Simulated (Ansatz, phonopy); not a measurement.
# How MgS (Niningerite, Fm-3m) expands on warming, part 2 of 4

Wanted: α(T), C_P(T) and B(T) of MgS (Niningerite) in the quasi-harmonic approximation.

Experimental results on record:
- heat capacity C_P per formula unit 45.6 J/mol/K near room temperature (given in “High-Throughput Prediction of Finite-Temperature Properties using the Quasi-Harmonic Approximation”, 2016, arXiv:1603.06924)

Ansatz 0.2.0; DFT PBEsol, scalar-relativistic, plane waves, PAW.

So far. Step 2 (A first coarse run): The start is under -0.91 GPa at this level and looks like an insulator or semiconductor on this mesh. Step 4 (Tight relaxation): The residual pressure is 0.0032 GPa, small enough for phonons.

## Step 5: The quasi-harmonic study, cutoff 487.2 eV, k-mesh 8×8×8

The study relaxes the crystal at several strains, solves the phonons on some of them and minimises the free energy at each temperature (static energy, vibrations, the electrons in a metal, and PV under a set pressure); the q-mesh sets how far the force constants reach.

Input file input.yaml:

```yaml
crystal:
  lattice:
    - [0.0, 2.5909905693, 2.5909905693]
    - [2.5909905693, 0.0, 2.5909905693]
    - [2.5909905693, 2.5909905693, 0.0]
  atoms:
    - { symbol: Mg, position: [0.0, 0.0, 0.0] }
    - { symbol: S, position: [0.5, 0.5, 0.5] }
kpoints:
  mp_grid: { grid: [8, 8, 8] }
hamiltonian:
  xc: pbesol
scf:
  occupations: { method: fixed }
output:
  eigenvalues: true
phonons:
  method: dfpt
  qmesh: [2, 2, 2]
  temperatures: { t_max: 800.0, t_step: 50 }
  thermal_expansion: {}
```

Started as:

```sh
$ ansatz run input.yaml --threads 4 --pin off --max-ram 16384MiB --backend cpu --events-out ev --progress --plain --runs-dir out
```

Numbers of over 12 decimals in the logs are rounded to 6 here.

The log of the run:

```text
[...]
Crystal: 2 atoms, lattice volume = 34.788 Å³
Basis set: ecut = 487.2 eV, 869 PW (Γ), exchange–correlation on 54×54×54 points (8 copies of the dense FFT grid, shifted against one another)
Bands: 12, of which v1, the nominal top of the filled ones, is band 8 counted from 1 (7 counted from 0)
Symmetry: 48 space group operations
[...]
k-points: 29 of 512
[...]
SCF iter   1: F=—  HF=-2799.921023 eV  |F-HF|=—  |Δ(HF+E_count)|=         —  Δρ=3.88e-3  dr2=7.22e-3  ethr=1.77e-3  ⟨swp⟩=5.2  Hψ=1882  notcnv=0  defer=45
[...]
SCF iter   7: F=-2799.917955 eV  HF=-2799.917955 eV  |F-HF|=4.55e-13  |Δ(HF+E_count)|=  7.28e-12  Δρ=5.61e-8  dr2=1.05e-12  ethr=1.00e-12  ⟨swp⟩=7.0  Hψ=1762  notcnv=0
SCF 1 converged in 7 iterations: F = -2799.917955 eV  dr2 = 1.05e-12
[...]
relax step   1: F+E_penalty+E_count = -2799.91795497 eV  Δ(F+E_penalty+E_count) = +0.000e0 eV  max|allowed force component| = 1.486e-29 eV/Å  Δτ_max = 0.0000 Å  (7 SCF iters, accepted)
SCF converged after 7 iterations
Free energy (F): -2799.917955 eV
[...]
Internal energy: -2799.917955 eV  (E = F + TS)
E sigma→0 (E₀):  -2799.917955 eV
Fermi energy:    6.477705 eV
[...]
--- Stress (GPa, compression-positive) ---
        0.000875      -0.000000       0.000000
        0.000000       0.000875       0.000000
        0.000000      -0.000000       0.000875
  P = ⅓ Tr σ = 0.0009 GPa (0.009 kbar)
--- Band table (eV; the first three rows and the last of 29) ---
  k-point 0: bands = [... 4 lower, -6.2740, 6.4777, 6.4777, 6.4777, 10.1677, 14.2824, 14.2824, 14.2824]
  k-point 1: bands = [... 4 lower, -6.1174, 5.4014, 6.3724, 6.3724, 10.9720, 13.9731, 14.5379, 14.5379]
  k-point 2: bands = [... 4 lower, -5.6925, 3.6011, 6.1435, 6.1435, 11.3465, 14.1914, 14.1914, 14.7377]
  k-point 28: bands = [... 4 lower, -4.4808, 3.1486, 3.1486, 4.0526, 11.7236, 14.3090, 14.3090, 14.4832]
── thermal expansion: 3 new cells, 3 in all ──
thermal expansion: relaxation of cell 2
thermal expansion: relaxation of cell 3
── thermal expansion: 2 new cells, 5 in all ──
thermal expansion: relaxation of cell 4
thermal expansion: lower-state search of cell 4
thermal expansion: phonons of cell 4
thermal expansion: relaxation of cell 5
thermal expansion: phonons of cell 5
── thermal expansion: 6 new cells, 11 in all ──
thermal expansion: relaxation of cell 6
thermal expansion: relaxation of cell 7
thermal expansion: relaxation of cell 8
thermal expansion: relaxation of cell 9
thermal expansion: relaxation of cell 10
thermal expansion: relaxation of cell 11
thermal expansion: phonons of cell 6
thermal expansion: phonons of cell 7
thermal expansion: phonons of cell 8
WARN: thermal expansion: narrow_supercell: the supercell is narrow for a crystal that has a band gap and may be polar, so the expansion can be far off: type phonons.supercell or phonons.qmesh [3, 3, 3] or more in a new run
--- Relaxed structure (1 steps of the walk, 1 accepted, 0 SCFs on fresh bases) ---
  F+E_penalty+E_count = -2799.91795497 eV   max|allowed force component| = 1.486e-29 eV/Å
  atoms:
    - { symbol: Mg, position: [0.0, 0.0, 0.0] }
    - { symbol: S, position: [0.500000, 0.500000, 0.500000] }
--- Thermal expansion: 11 cells in 3 rounds, 0 GPa ---
  no lower state was reached at cell 4
  without vibrations: a 3.66423, b 3.66423, c 3.66423 Å, V 34.7882 Å³, B 78.11 GPa
  at 0 K: a 3.67450, b 3.67450, c 3.67450 Å, V 35.0817 Å³, B 76.27 GPa
  zero-point expansion: a +0.280, b +0.280, c +0.280, V +0.844 %
      T/K        a/Å        b/Å        c/Å       V/Å³ | expansion of a, b, c, V (1e-6/K)   | that of V in the mean from 25 °C | C_P, C_V (J/mol K of the cell) | B_T, B_S (GPa)
     0.00    3.67450    3.67450    3.67450    35.0817 |    0.00    0.00    0.00    0.00 |   28.71 |     0.000     0.000 |    76.27    76.27
   100.00    3.67540    3.67540    3.67540    35.1075 |    7.49    7.49    7.49   22.48 |   39.51 |    23.984    23.903 |    75.73    75.99
   200.00    3.67955    3.67955    3.67955    35.2265 |   13.87   13.87   13.87   41.62 |   45.51 |    40.877    40.334 |    73.96    74.96
   298.15    3.68505    3.68505    3.68505    35.3845 |   16.25   16.25   16.25   48.75 |       - |    46.338    45.251 |    71.96    73.69
   350.00    3.68823    3.68823    3.68823    35.4764 |   17.04   17.04   17.04   51.13 |   50.05 |    47.866    46.481 |    70.85    72.96
   450.00    3.69475    3.69475    3.69475    35.6649 |   18.25   18.25   18.25   54.76 |   52.18 |    49.807    47.818 |    68.63    71.48
   550.00    3.70170    3.70170    3.70170    35.8666 |   19.32   19.32   19.32   57.97 |   54.09 |    51.160    48.513 |    66.30    69.92
   650.00    3.70906    3.70906    3.70906    36.0808 |   20.40   20.40   20.40   61.19 |   55.93 |    52.294    48.917 |    63.86    68.27
   750.00    3.71684    3.71684    3.71684    36.3085 |   21.55   21.55   21.55   64.65 |   57.79 |    53.373    49.171 |    61.31    66.55
   800.00    3.72091    3.72091    3.72091    36.4277 |   22.17   22.17   22.17   66.51 |   58.74 |    53.921    49.264 |    59.98    65.65
  the static fit leaves 0.001 meV an atom of the energies and, of the stresses, 0.000 GPa of each cell's largest along a strain (root mean squares over the cells), whose Pulay part it has at -0.006 GPa
  vibrations' free energy: its fit leaves 0.0003 meV an atom at the most
  the electrons' free energy at temperature is not in it: every band gap is over 0.83 eV
  free energies summed between the sampled wave vectors
  estimated error of the fitted expansion in any direction: up to 0.038e-6/K, at 800 K (an estimate, not a bound: it was exceeded on models of known expansion)
  by sums over the sampled wave vectors an expansion of the volume parts by up to 4.49e-6/K
  by a static energy of one degree less an expansion of the volume parts by up to 0.08e-6/K
  the FFT grids of the static calculations differ: 27 × 27 × 27, 30 × 30 × 30
  band gaps on the cells' k-points are 2.558 to 2.785 eV
  narrow_supercell: the supercell is narrow for a crystal that has a band gap and may be polar, so the expansion can be far off: type phonons.supercell or phonons.qmesh [3, 3, 3] or more in a new run
```

It took 60 s on 4 threads of Arm Neoverse V2, shared host; peak memory 0.55 GiB.

This step gave:

- pressure: 8.75e-4 GPa
- volume expansion coefficient at 298 K: 48.75 1e-6/K
- C_P at 298 K: 23.17 J/mol-atom/K
- entropy at 298 K: 26.30 J/mol-atom/K
- isothermal bulk modulus at 298 K: 71.96 GPa
- Grüneisen parameter at 298 K: 1.652
- volume at 298 K: 17.69 Å³/atom
- principal linear expansion coefficients at 298 K: 16.25, 16.25, 16.25 1e-6/K

Strained cells of the study; zero-point energy where phonons were solved; the pressures are stresses at a fixed cutoff and can carry an offset from the finite basis. Expansion cells, by row:

| cell | \|a\| (Å) | \|b\| (Å) | \|c\| (Å) | V (Å³/atom) | E - E_lowest (meV/atom) | pressure, compression positive (GPa) | gap (eV) | zero-point energy (meV/atom) |
| --- | --- | --- | --- | --- | --- | --- | --- | --- |
| 1 | 3.664 | 3.664 | 3.664 | 17.39 | 0 | -0.006 | 2.727 | - |
| 2 | 3.694 | 3.694 | 3.694 | 17.81 | 2.381 | -1.784 | 2.679 | - |
| 3 | 3.635 | 3.635 | 3.635 | 16.98 | 2.466 | 1.955 | 2.773 | - |
| 4 | 3.664 | 3.664 | 3.664 | 17.4 | 0 | -0.022 | 2.726 | 41.59 |
| 5 | 3.683 | 3.683 | 3.683 | 17.66 | 0.965 | -1.155 | 2.696 | 40.54 |
| 6 | 3.701 | 3.701 | 3.701 | 17.92 | 3.651 | -2.186 | 2.667 | 39.52 |
| 7 | 3.719 | 3.719 | 3.719 | 18.18 | 8.096 | -3.172 | 2.637 | 38.48 |
| 8 | 3.737 | 3.737 | 3.737 | 18.45 | 14.22 | -4.098 | 2.607 | 37.45 |
| 9 | 3.628 | 3.628 | 3.628 | 16.88 | 3.825 | 2.46 | 2.785 | - |
| 10 | 3.646 | 3.646 | 3.646 | 17.14 | 0.933 | 1.182 | 2.756 | - |
| 11 | 3.767 | 3.767 | 3.767 | 18.9 | 27.59 | -5.48 | 2.558 | - |

Quasi-harmonic; a, b, c are the run's own cell vectors. Expansion, by row:

| T (K) | a (Å) | b (Å) | c (Å) | alpha (deg) | beta (deg) | gamma (deg) | cell volume (Å³/cell) | alpha_a (1e-6/K) | alpha_b (1e-6/K) | alpha_c (1e-6/K) | alpha_V (1e-6/K) | C_P (J/mol-atom/K) | C_V (J/mol-atom/K) | S (J/mol-atom/K) | B_T (GPa) | B_S (GPa) | Grueneisen | extrapolation | fit error (1e-6/K) |
| --- | --- | --- | --- | --- | --- | --- | --- | --- | --- | --- | --- | --- | --- | --- | --- | --- | --- | --- | --- |
| 0 | 3.675 | 3.675 | 3.675 | 60 | 60 | 60 | 35.08 | 0 | 0 | 0 | 0 | 0 | 0 | 0 | 76.27 | 76.27 | - | 0 | 0 |
| 50 | 3.675 | 3.675 | 3.675 | 60 | 60 | 60 | 35.08 | 1.61 | 1.61 | 1.61 | 4.84 | 3.263 | 3.262 | 1.027 | 76.22 | 76.24 | 1.196 | 0 | 0 |
| 100 | 3.675 | 3.675 | 3.675 | 60 | 60 | 60 | 35.11 | 7.49 | 7.49 | 7.49 | 22.48 | 11.99 | 11.95 | 6.055 | 75.73 | 75.99 | 1.506 | 0 | 0 |
| 150 | 3.677 | 3.677 | 3.677 | 60 | 60 | 60 | 35.16 | 11.57 | 11.57 | 11.57 | 34.7 | 17.48 | 17.34 | 12.07 | 74.91 | 75.53 | 1.587 | 0 | 0.01 |
| 200 | 3.68 | 3.68 | 3.68 | 60 | 60 | 60 | 35.23 | 13.87 | 13.87 | 13.87 | 41.62 | 20.44 | 20.17 | 17.55 | 73.96 | 74.96 | 1.619 | 0 | 0.01 |
| 250 | 3.682 | 3.682 | 3.682 | 60 | 60 | 60 | 35.3 | 15.3 | 15.3 | 15.3 | 45.89 | 22.13 | 21.73 | 22.31 | 72.96 | 74.33 | 1.638 | 0 | 0.01 |
| 298.1 | 3.685 | 3.685 | 3.685 | 60 | 60 | 60 | 35.38 | 16.25 | 16.25 | 16.25 | 48.75 | 23.17 | 22.63 | 26.3 | 71.96 | 73.69 | 1.652 | 0 | 0.01 |
| 300 | 3.685 | 3.685 | 3.685 | 60 | 60 | 60 | 35.39 | 16.28 | 16.28 | 16.28 | 48.85 | 23.2 | 22.65 | 26.44 | 71.92 | 73.66 | 1.652 | 0 | 0.01 |
| 350 | 3.688 | 3.688 | 3.688 | 60 | 60 | 60 | 35.48 | 17.04 | 17.04 | 17.04 | 51.13 | 23.93 | 23.24 | 30.08 | 70.85 | 72.96 | 1.665 | 0 | 0.01 |
| 400 | 3.691 | 3.691 | 3.691 | 60 | 60 | 60 | 35.57 | 17.68 | 17.68 | 17.68 | 53.04 | 24.48 | 23.63 | 33.31 | 69.75 | 72.23 | 1.677 | 0 | 0.01 |
| 450 | 3.695 | 3.695 | 3.695 | 60 | 60 | 60 | 35.66 | 18.25 | 18.25 | 18.25 | 54.76 | 24.9 | 23.91 | 36.22 | 68.63 | 71.48 | 1.688 | 0 | 0.02 |
| 500 | 3.698 | 3.698 | 3.698 | 60 | 60 | 60 | 35.76 | 18.79 | 18.79 | 18.79 | 56.38 | 25.26 | 24.11 | 38.86 | 67.48 | 70.71 | 1.699 | 0 | 0.02 |
| 550 | 3.702 | 3.702 | 3.702 | 60 | 60 | 60 | 35.87 | 19.32 | 19.32 | 19.32 | 57.97 | 25.58 | 24.26 | 41.28 | 66.3 | 69.92 | 1.711 | 0 | 0.02 |
| 600 | 3.705 | 3.705 | 3.705 | 60 | 60 | 60 | 35.97 | 19.85 | 19.85 | 19.85 | 59.56 | 25.87 | 24.37 | 43.52 | 65.1 | 69.1 | 1.723 | 0 | 0.03 |
| 650 | 3.709 | 3.709 | 3.709 | 60 | 60 | 60 | 36.08 | 20.4 | 20.4 | 20.4 | 61.19 | 26.15 | 24.46 | 45.6 | 63.86 | 68.27 | 1.736 | 0 | 0.03 |
| 700 | 3.713 | 3.713 | 3.713 | 60 | 60 | 60 | 36.19 | 20.96 | 20.96 | 20.96 | 62.88 | 26.42 | 24.53 | 47.55 | 62.6 | 67.42 | 1.749 | 0 | 0.03 |
| 750 | 3.717 | 3.717 | 3.717 | 60 | 60 | 60 | 36.31 | 21.55 | 21.55 | 21.55 | 64.65 | 26.69 | 24.59 | 49.38 | 61.31 | 66.55 | 1.762 | 0 | 0.02 |
| 800 | 3.721 | 3.721 | 3.721 | 60 | 60 | 60 | 36.43 | 22.17 | 22.17 | 22.17 | 66.51 | 26.96 | 24.63 | 51.12 | 59.98 | 65.65 | 1.777 | 0 | 0.04 |

The expansion coefficient by temperature; values in 1e-6/K:

| temperature (K) | volume | principal 1 |
| --- | --- | --- |
| 0 | 0 | 0 |
| 50 | 4.84 | 1.61 |
| 100 | 22.5 | 7.49 |
| 150 | 34.7 | 11.6 |
| 200 | 41.6 | 13.9 |
| 250 | 45.9 | 15.3 |
| 298 | 48.8 | 16.2 |
| 300 | 48.9 | 16.3 |
| 350 | 51.1 | 17.0 |
| 400 | 53.0 | 17.7 |
| 450 | 54.8 | 18.2 |
| 500 | 56.4 | 18.8 |
| 550 | 58.0 | 19.3 |
| 600 | 59.6 | 19.9 |
| 650 | 61.2 | 20.4 |
| 700 | 62.9 | 21.0 |
| 750 | 64.7 | 21.6 |
| 800 | 66.5 | 22.2 |

At 298 K the volume expansion is 48.8 × 10⁻⁶/K and B_T is 72.0 GPa. The log warns that this q-mesh is too narrow, so the figure can be far off. The program raised the cutoff to 487.2 eV by itself: with no cutoff typed, the study takes about 1.16 times the default for its relaxations and scales it with the volume for the phonons.

## Step 6: Free-energy fit

This step: DFT PBEsol, scalar-relativistic, plane waves, PAW (phonopy 4.10.0).

This step gave:

| Item | Value |
| --- | --- |
| volume expansion coefficient at 300 K | 48.74 1e-6/K |
| isothermal bulk modulus at 300 K | 71.92 GPa |
| C_P at 300 K | 23.26 J/mol-atom/K |
| Grüneisen parameter at 300 K | 1.649 |

Energy (each curve on its own zero) against volume; values in meV/atom:

| volume (Å³/atom) | static | F at 0 K | F at 300 K | F at 800 K |
| --- | --- | --- | --- | --- |
| 17.398 | 0 | 2.08 | 4.24 | 10.4 |
| 17.660 | 0.96 | 1.99 | 3.11 | 6.27 |
| 17.918 | 3.65 | 3.65 | 3.72 | 3.84 |
| 18.183 | 8.1 | 7.06 | 5.99 | 2.91 |
| 18.453 | 14.2 | 12.2 | 9.87 | 3.48 |

Phonopy-qha, vinet fit of F(V) at each temperature. Qha vinet, by row:

| T (K) | fitted volume (Å³/atom) | alpha_V (1e-6/K) | B_T (GPa) | C_P (J/mol-atom/K) | Grueneisen |
| --- | --- | --- | --- | --- | --- |
| 100 | 17.55 | 21.43 | 75.7 | 11.52 | 1.435 |
| 150 | 17.58 | 33.83 | 74.88 | 17.37 | 1.547 |
| 200 | 17.61 | 41.2 | 73.95 | 20.46 | 1.602 |
| 250 | 17.65 | 45.68 | 72.95 | 22.19 | 1.631 |
| 300 | 17.69 | 48.74 | 71.92 | 23.26 | 1.649 |
| 350 | 17.74 | 51.06 | 70.85 | 23.98 | 1.663 |
| 400 | 17.78 | 53 | 69.76 | 24.52 | 1.676 |
| 450 | 17.83 | 54.74 | 68.64 | 24.94 | 1.688 |
| 500 | 17.88 | 56.37 | 67.49 | 25.3 | 1.699 |
| 550 | 17.93 | 57.96 | 66.32 | 25.61 | 1.711 |
| 600 | 17.99 | 59.55 | 65.12 | 25.89 | 1.724 |
| 650 | 18.04 | 61.18 | 63.89 | 26.17 | 1.736 |
| 700 | 18.1 | 62.86 | 62.64 | 26.43 | 1.749 |
| 750 | 18.15 | 64.62 | 61.35 | 26.7 | 1.763 |

Table of volume expansion coefficient by temperature; values in 1e-6/K:

| temperature (K) | phonopy-qha, Vinet | Ansatz's own study |
| --- | --- | --- |
| 100 | 21.4 | 22.5 |
| 150 | 33.8 | 34.7 |
| 200 | 41.2 | 41.6 |
| 250 | 45.7 | 45.9 |
| 300 | 48.7 | 48.9 |
| 350 | 51.1 | 51.1 |
| 400 | 53 | 53.0 |
| 450 | 54.7 | 54.8 |
| 500 | 56.4 | 56.4 |
| 550 | 58.0 | 58.0 |
| 600 | 59.5 | 59.6 |
| 650 | 61.2 | 61.2 |
| 700 | 62.9 | 62.9 |
| 750 | 64.6 | 64.7 |

The fit gives a volume expansion of 48.7 × 10⁻⁶/K at 300 K, against 48.8 at 298 K from the study itself, whose static fit uses more cells.

[end of part 2 of 4]

[Logs are printed without paths, hosts, clocks, repeated set-up lines and the standing remarks that a program may print on its own settings, such as how far it seeks lower states.]

[Hosts, paths, dates, database ids (printed as entryN), source tags and the programs' standing remarks are cut or masked in the printed files.]

[A step with changed settings may run another functional than the one named; its input shows which.]
